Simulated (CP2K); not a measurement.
Consider 2-pyridone at its PBE geometry (Å).

```xyz
12

O     2.6601    0.3534    0.0955
C     1.4259    0.2458    0.0495
C     0.4504    1.3177    0.0322
C    -0.8980    1.0684   -0.0156
C    -1.4096   -0.2602   -0.0511
C    -0.5140   -1.2961   -0.0360
N     0.8265   -1.0442    0.0090
H     0.8483    2.3296    0.0620
H    -1.5974    1.9054   -0.0263
H    -2.4765   -0.4607   -0.0878
H    -0.8080   -2.3442   -0.0572
H     1.4923   -1.8150    0.0257
```

Method: CP2K XAS_TDP, all-electron GAPW, PBEh(45%), aug-cc-pVDZ, TDA, GW2X-corrected core level, no relativity.

Q: Predict the bright core excitations at the O K edge.

Leading lines: O1 531.73 eV. The leading line of an atom is its first one with 35 % of the strongest within 2.5 eV of its lowest line over the strength cut. Core ionisation energies at this level: O1 536.38 eV.

The first six lines of each atom with a strength over 0.0015:

| atom | energy (eV) | states | strength, one atom | above the computed threshold |
| --- | --- | --- | --- | --- |
| O1 (bonded to C) | 531.73 | 1 | 0.0301 |  |
|  | 533.92 | 1 | 0.0025 |  |
|  | 536.13 | 1 | 0.0017 |  |
|  | 536.58 | 1 | 0.0023 | yes |
|  | 538.14 | 1 | 0.0044 | yes |
|  | 538.26 | 1 | 0.0026 | yes |

Lines are vertical, at one geometry, with no vibrational structure. GW2X ionisation energies and lines can be off by 1 to 2 eV either way, and a good line position may hide errors that cancel. These values hold no scalar relativity, about 0.4 eV for O 1s. Rydberg lines, and the discretised continuum above threshold, depend on the basis and the box.

[Banner, clock and machine lines of the logs are left out without a mark of their own.]

[Logs are printed without paths, hosts, clocks, repeated set-up lines and the standing remarks that a program may print on its own settings, such as how far it seeks lower states.]

[Hosts, paths, dates, database ids (printed as entryN), source tags and the programs' standing remarks are cut or masked in the printed files.]
